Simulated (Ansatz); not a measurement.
The compound is RbVF3 (Pm-3m).

```cif
data_structure
_symmetry_space_group_name_H-M 'P 1'
_symmetry_Int_Tables_number 1
_cell_length_a 4.1820
_cell_length_b 4.1820
_cell_length_c 4.1820
_cell_angle_alpha 90.000
_cell_angle_beta 90.000
_cell_angle_gamma 90.000
_cell_volume 73.14
loop_
_atom_site_label
_atom_site_type_symbol
_atom_site_fract_x
_atom_site_fract_y
_atom_site_fract_z
_atom_site_occupancy
Rb1 Rb 0.00000 0.00000 0.00000 1
V2 V 0.50000 0.50000 0.50000 1
F3 F 0.50000 0.50000 0.00000 1
F4 F 0.00000 0.50000 0.50000 1
F5 F 0.50000 0.00000 0.50000 1
```

The cell and positions come from the Crystallography Open Database and are kept as given unless a step says otherwise. PAW set soft_2, made with PBE.

A constrained-RPA run (Ansatz 0.2.0; non-magnetic LDA; V t2g + anion p, bands v11 to c1, 4×4×4 mesh, medium accuracy) builds 12 functions on bands 10 eV wide, with 21.0 electrons in the window. The bare on-site interaction is 18.2 eV and the bare J 0.68 eV.

Q: What U and J survive the screening?

On the V t2g shell, U = 7.01 eV (39 % of the bare value), U′ = 5.94 eV, J = 0.50 eV.

The parent state is non-magnetic and the interaction static (zero frequency); U depends on the window and the orbitals, so it belongs to this model alone. A window that holds the anion p bands defines a model with explicit ligands; its U belongs to that model and is not the U of DFT+U.

[Paths, hosts, dates, memory and timing lines, banners, echoed tables and standing remarks are left out of the program output.]

[Logs are printed without paths, hosts, clocks, repeated set-up lines and the standing remarks that a program may print on its own settings, such as how far it seeks lower states.]

[Runs of the session that timed out or met a known fault of the program may be left out.]

[Hosts, paths, dates, database ids (printed as entryN), source tags and the programs' standing remarks are cut or masked in the printed files.]
